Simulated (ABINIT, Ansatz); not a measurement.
# HfO2 (Fm-3m): the LO frequency by hand

Wanted: the LO mode of HfO2 (Fm-3m) from the TO mode and the field response.

Calculated with ABINIT 10.8.3; DFT LDA, scalar-relativistic, plane waves, PseudoDojo norm-conserving pseudopotentials.

## 1. The relaxed structure

Symmetry: Fm-3m, No. 225, cubic system. The conventional cell has a = 4.962 Å, b = 4.962 Å, c = 4.962 Å, α = 90.00°, β = 90.00°, γ = 90.00°. Hf has 8 O at 2.15 Å nearest. O has 4 Hf at 2.15 Å nearest. Farther neighbours and most contacts between anions are not listed.

As a file:

```cif
data_structure
_symmetry_space_group_name_H-M 'P 1'
_symmetry_Int_Tables_number 1
_cell_length_a 3.5087
_cell_length_b 3.5087
_cell_length_c 3.5087
_cell_angle_alpha 60.000
_cell_angle_beta 60.000
_cell_angle_gamma 60.000
_cell_volume 30.54
loop_
_atom_site_label
_atom_site_type_symbol
_atom_site_fract_x
_atom_site_fract_y
_atom_site_fract_z
_atom_site_occupancy
Hf1 Hf 0.00000 0.00000 0.00000 1
O2 O 0.75000 0.75000 0.75000 1
O3 O 0.25000 0.25000 0.25000 1
```

This is the cell after its relaxation at this level of theory, not the database cell from which that began.

## 2. What the response run gave

A linear-response run on the relaxed cell, with the response to an electric field; only its zone-centre results are used. Cutoff 44 Ha, k mesh 6×6×6 with shifts.

Numbers of over 12 decimals in the logs are rounded to 6 here.

The program printed:

```text
[banners, grids, parts of the stress and lines that vanish by symmetry left out]
- input  file    -> dfpt_gamma.abi
- output file    -> dfpt_gamma.abo
- root for input  files -> dfpt_gammai
[...]
DATASET    1 : space group Fm -3 m (#225); Bravais cF (face-center cubic)
[...]
nfft =       64000          nkpt =         432
[...]
DATASET    2 : space group Fm -3 m (#225); Bravais cF (face-center cubic)
[...]
nfft =       64000          nkpt =         432
[...]
== DATASET  1 ==================================================================
[...]
cutoff_energies: {ecut:  44.0, pawecutdg:  -1.0, }
[...]
-  8.00000   6.00000  201201                  znucl, zion, pspdat
[...]
Perturbation : derivative vs k along direction   1
[...]
-ETOT  1  -33.834384639698     -3.383E+01 4.526E-01 0.000E+00
 ETOT  2  -33.982828452850     -1.484E-01 9.728E-03 0.000E+00
 ETOT  3  -33.985498366045     -2.670E-03 3.040E-04 0.000E+00
 ETOT  4  -33.985578677039     -8.031E-05 1.427E-05 0.000E+00
 ETOT  5  -33.985581690157     -3.013E-06 4.659E-07 0.000E+00
[...]
At SCF step   18   max residual=  9.99E-21 < tolwfr=  1.00E-20 =>converged.
[...]
Perturbation : derivative vs k along direction   2
[...]
-ETOT  1  -33.834384639277     -3.383E+01 4.526E-01 0.000E+00
[...]
At SCF step   18   max residual=  9.99E-21 < tolwfr=  1.00E-20 =>converged.
[...]
Perturbation : derivative vs k along direction   3
[...]
-ETOT  1  -33.834384638856     -3.383E+01 4.526E-01 0.000E+00
[...]
At SCF step   18   max residual=  9.99E-21 < tolwfr=  1.00E-20 =>converged.
[...]
1        1       1.0196143486   -0.0000000000
     1        2      -0.5098071743    0.0000000000
     1        3      -0.5098071743    0.0000000000
     2        1      -0.5098071743    0.0000000000
     2        2       1.0196143486   -0.0000000000
     2        3       0.5098071743   -0.0000000000
     3        1      -0.5098071743    0.0000000000
     3        2       0.5098071743   -0.0000000000
     3        3       1.0196143486   -0.0000000000
[...]
== DATASET  2 ==================================================================
[...]
cutoff_energies: {ecut:  44.0, pawecutdg:  -1.0, }
[...]
Perturbation : displacement of atom   1   along direction   1
[...]
-ETOT  1   4.333164     -1.549E+03 6.456E+00 1.446E+02
[...]
At SCF step    9       vres2   =  2.92E-11 < tolvrs=  1.00E-10 =>converged.
[...]
ETOT  9  0.829784     -3.226E-11 1.272E-11 1.748E-10
 ETOT 10  0.829784     -9.805E-13 1.203E-12 1.100E-11
 At SCF step   10       vres2   =  1.10E-11 < tolvrs=  1.00E-10 =>converged.
[...]
Dielectric tensor, in cartesian coordinates,
[...]
1    5   1    5         5.2258447740        -0.0000000000
   1    5   2    5        -0.0000000000        -0.0000000000
   1    5   3    5        -0.0000000000        -0.0000000000
   2    5   1    5        -0.0000000000        -0.0000000000
   2    5   2    5         5.2258447740        -0.0000000000
   2    5   3    5         0.0000000000        -0.0000000000
   3    5   1    5        -0.0000000000        -0.0000000000
   3    5   2    5         0.0000000000        -0.0000000000
   3    5   3    5         5.2258447740        -0.0000000000
  Effective charges, in cartesian coordinates,
[...]
1    1   1    5         5.5450751658         0.0000000000
   2    1   1    5         0.0000000000         0.0000000000
   3    1   1    5        -0.0000000000         0.0000000000
   1    2   1    5        -2.7722133174         0.0000000000
   2    2   1    5         0.0000000000         0.0000000000
[...]
Effective charges, in cartesian coordinates,
[...]
Rigid-atom elastic tensor , in cartesian coordinates,
[...]
Rigid-atom proper piezoelectric tensor, in cartesian coordinates,
[...]
2    5   2    7         0.0000000000         0.0000000000
   2    5   3    7         0.0000000000         0.0000000000
   3    5   1    6         0.0000000000         0.0000000000
   3    5   2    6         0.0000000000         0.0000000000
   3    5   3    6         0.0000000000         0.0000000000
   3    5   1    7         0.0000000000         0.0000000000
   3    5   2    7         0.0000000000         0.0000000000
   3    5   3    7         0.0000000000         0.0000000000
  Phonon wavevector (reduced coordinates) :  0.00000  0.00000  0.00000
 Phonon energies in Hartree :
[...]
Phonon frequencies in cm-1    :
-  2.122536E+00  2.122536E+00  2.122536E+00  2.587278E+02  2.587278E+02
-  2.587278E+02  6.114831E+02  6.114831E+02  6.114831E+02
  Phonon at Gamma, with non-analyticity in the
[...]
Phonon energies in Hartree :
[...]
Phonon frequencies in cm-1    :
-  2.122536E+00  2.122536E+00  2.123059E+00  2.587278E+02  2.587278E+02
-  6.114831E+02  6.114831E+02  6.114831E+02  6.451433E+02
  Phonon at Gamma, with non-analyticity in the
[...]
Phonon energies in Hartree :
[...]
Phonon frequencies in cm-1    :
-  2.122536E+00  2.122536E+00  2.123059E+00  2.587278E+02  2.587278E+02
-  6.114831E+02  6.114831E+02  6.114831E+02  6.451433E+02
  Phonon at Gamma, with non-analyticity in the
[...]
Phonon energies in Hartree :
[...]
Phonon frequencies in cm-1    :
-  2.122536E+00  2.122536E+00  2.123059E+00  2.587278E+02  2.587278E+02
-  6.114831E+02  6.114831E+02  6.114831E+02  6.451433E+02
[...]
fcart2     0.0000000000E+00  0.0000000000E+00  0.0000000000E+00
           strten2     0.0000000000E+00  0.0000000000E+00  0.0000000000E+00
================================================================================
```

```csv
quantity,value
cell volume Ω (Å³),30.543
mass of Hf (u),178.490
mass of O (u),15.999
"Born charge of Hf, raw (e)",5.545
"Born charge of O, raw (e)",-2.772
ε∞,5.226
ω(TO) after the sum rule (cm⁻¹),258.7
```

## 3. The calculation

The charges must sum to zero over the cell; taking off their mean, 0.000 e, leaves Z* = 5.545 e on Hf. In the polar mode Hf moves against the two O, so the reduced mass is μ = 178.49 × 32.00 / 210.49 = 27.134 u.

A longitudinal wave builds up a field that adds to the restoring force: ω(LO)² = ω(TO)² + 4π Z*² / (μ Ω ε∞), in Hartree atomic units. With μ = 49462 electron masses and Ω = 206.12 bohr³ the second term is 7.2520e-06 Ha², or 349323 cm⁻² (1 Ha = 219474.6 cm⁻¹).

So ω(LO) = √(66915 + 349323) = 645.2 cm⁻¹, and by the Lyddane-Sachs-Teller relation ε₀ = ε∞ (ω(LO)/ω(TO))² = 32.51.

## 4. Check against the program

The analysis program adds the same non-analytic term to the full matrix.

The program printed:

```text
[banners, grids, parts of the stress and lines that vanish by symmetry left out]
-outvars_anaddb: echo values of input variables ----------------------

 Flags :
[...]
Dielectric Tensor and Effective Charges
[...]
Effective charge tensors after
[...]
Phonon wavevector (reduced coordinates) :  0.00000  0.00000  0.00000
 Phonon energies in Hartree :
[...]
Phonon energies in meV     :
-  0.000000E+00  0.000000E+00  0.000000E+00  3.207221E+01  3.207221E+01
-  3.207221E+01  7.581128E+01  7.581128E+01  7.581128E+01
 Phonon frequencies in cm-1    :
-  0.000000E+00  0.000000E+00  0.000000E+00  2.586798E+02  2.586798E+02
-  2.586798E+02  6.114592E+02  6.114592E+02  6.114592E+02
 Phonon frequencies in Thz     :
-  0.000000E+00  0.000000E+00  0.000000E+00  7.755026E+00  7.755026E+00
-  7.755026E+00  1.833109E+01  1.833109E+01  1.833109E+01
 Phonon energies in Kelvin  :
-  0.000000E+00  0.000000E+00  0.000000E+00  3.721826E+02  3.721826E+02
-  3.721826E+02  8.797533E+02  8.797533E+02  8.797533E+02
[...]
-  1  0.00000000E+00  0.00000000E+00 -1.61437885E-03
-     0.00000000E+00  0.00000000E+00  0.00000000E+00
-  2  0.00000000E+00  0.00000000E+00 -1.61437868E-03
-     0.00000000E+00  0.00000000E+00  0.00000000E+00
-  3  0.00000000E+00  0.00000000E+00 -1.61437868E-03
-     0.00000000E+00  0.00000000E+00  0.00000000E+00
[...]
-  1  2.99197581E-07 -1.61437882E-03  0.00000000E+00
-     0.00000000E+00  0.00000000E+00  0.00000000E+00
-  2  2.99197550E-07 -1.61437866E-03  0.00000000E+00
-     0.00000000E+00  0.00000000E+00  0.00000000E+00
-  3  2.99197550E-07 -1.61437866E-03  0.00000000E+00
-     0.00000000E+00  0.00000000E+00  0.00000000E+00
[...]
-  1  1.61437882E-03  2.99197202E-07  0.00000000E+00
-     0.00000000E+00  0.00000000E+00  0.00000000E+00
-  2  1.61437866E-03  2.99197170E-07  0.00000000E+00
-     0.00000000E+00  0.00000000E+00  0.00000000E+00
-  3  1.61437866E-03  2.99197170E-07  0.00000000E+00
-     0.00000000E+00  0.00000000E+00  0.00000000E+00
[...]
-  1  0.00000000E+00  0.00000000E+00  6.83542171E-04
-     0.00000000E+00  0.00000000E+00  0.00000000E+00
[...]
-     0.00000000E+00  0.00000000E+00  0.00000000E+00
[...]
-     0.00000000E+00  0.00000000E+00  0.00000000E+00
[...]
-     0.00000000E+00  0.00000000E+00  0.00000000E+00
[...]
-     0.00000000E+00  0.00000000E+00  0.00000000E+00
[...]
Phonon at Gamma, with non-analyticity in the
[...]
Phonon energies in Hartree :
[...]
Phonon energies in meV     :
-  0.000000E+00  0.000000E+00  0.000000E+00  3.207221E+01  3.207221E+01
[...]
Phonon frequencies in cm-1    :
[...]
Phonon frequencies in Thz     :
[...]
Phonon energies in Kelvin  :
[...]
Phonon at Gamma, with non-analyticity in the
[...]
Phonon energies in Hartree :
[...]
Phonon energies in meV     :
-  0.000000E+00  0.000000E+00  0.000000E+00  3.207221E+01  3.207221E+01
[...]
Phonon frequencies in cm-1    :
-  0.000000E+00  0.000000E+00  0.000000E+00  2.586798E+02  2.586798E+02
[...]
Phonon frequencies in Thz     :
-  0.000000E+00  0.000000E+00  0.000000E+00  7.755026E+00  7.755026E+00
[...]
Phonon energies in Kelvin  :
-  0.000000E+00  0.000000E+00  0.000000E+00  3.721826E+02  3.721826E+02
[...]
-     0.00000000E+00  0.00000000E+00  0.00000000E+00
[...]
-     0.00000000E+00  0.00000000E+00  0.00000000E+00
[...]
Phonon at Gamma, with non-analyticity in the
[...]
Phonon energies in Hartree :
[...]
Phonon energies in meV     :
-  0.000000E+00  0.000000E+00  0.000000E+00  3.207221E+01  3.207221E+01
-  7.581128E+01  7.581128E+01  7.581128E+01  7.998922E+01
 Phonon frequencies in cm-1    :
-  0.000000E+00  0.000000E+00  0.000000E+00  2.586798E+02  2.586798E+02
-  6.114592E+02  6.114592E+02  6.114592E+02  6.451566E+02
 Phonon frequencies in Thz     :
-  0.000000E+00  0.000000E+00  0.000000E+00  7.755026E+00  7.755026E+00
-  1.833109E+01  1.833109E+01  1.833109E+01  1.934131E+01
 Phonon energies in Kelvin  :
-  0.000000E+00  0.000000E+00  0.000000E+00  3.721826E+02  3.721826E+02
-  8.797533E+02  8.797533E+02  8.797533E+02  9.282364E+02
[...]
-  1  0.00000000E+00  3.88644926E-07 -1.61437880E-03
-     0.00000000E+00  0.00000000E+00  0.00000000E+00
-  2  0.00000000E+00  3.88597748E-07 -1.61437868E-03
-     0.00000000E+00  0.00000000E+00  0.00000000E+00
[...]
-     0.00000000E+00  0.00000000E+00  0.00000000E+00
[...]
-     0.00000000E+00  0.00000000E+00  0.00000000E+00
[...]
-  2  4.14050279E-03 -8.48209243E-07 -9.95316885E-07
-     0.00000000E+00  0.00000000E+00  0.00000000E+00
-  3 -4.14050279E-03  8.48209243E-07  9.95316885E-07
-     0.00000000E+00  0.00000000E+00  0.00000000E+00
[...]
Direction                     Dielectric constant
[...]
Elastic Tensor (clamped ion) (unit:10^2GP):
[...]
Elastic Tensor (relaxed ion) (unit:10^2GP):
[...]
-0.0000000  -0.0000000  -0.0000000  -0.0000000   1.2381281   0.0000000
   0.0000000   0.0000000  -0.0000000  -0.0000000   0.0000000   1.2381281
-
```

```csv
quantity,by hand,program
ω(LO) (cm⁻¹),645.2,645.2
ε₀,32.51,32.51
```

## 5. Outcome

| Quantity | Value |
| --- | --- |
| TO mode | 258.7 cm⁻¹ |
| LO mode | 645.2 cm⁻¹ |
| static dielectric constant | 32.51 |

In words: The LO mode of HfO2 (Fm-3m) lies at 645 cm⁻¹, 386 cm⁻¹ above the TO mode; the formula meets the program within 0.1 cm⁻¹, as it must for a cubic crystal with one polar mode. ω(LO)² − ω(TO)² goes with Z*²/ε∞: an error of 5 % in ε∞ would move the LO mode by 13.0 cm⁻¹, and semilocal functionals tend to overestimate ε∞. These are harmonic values at zero temperature, at the volume of this functional, for the structure held cubic; stability elsewhere in the zone is no part of this calculation.

[Host names and launcher messages were left out of these logs when they were recorded.]

[Logs are printed without paths, hosts, clocks, repeated set-up lines and the standing remarks that a program may print on its own settings, such as how far it seeks lower states.]

[Hosts, paths, dates, database ids (printed as entryN), source tags and the programs' standing remarks are cut or masked in the printed files.]
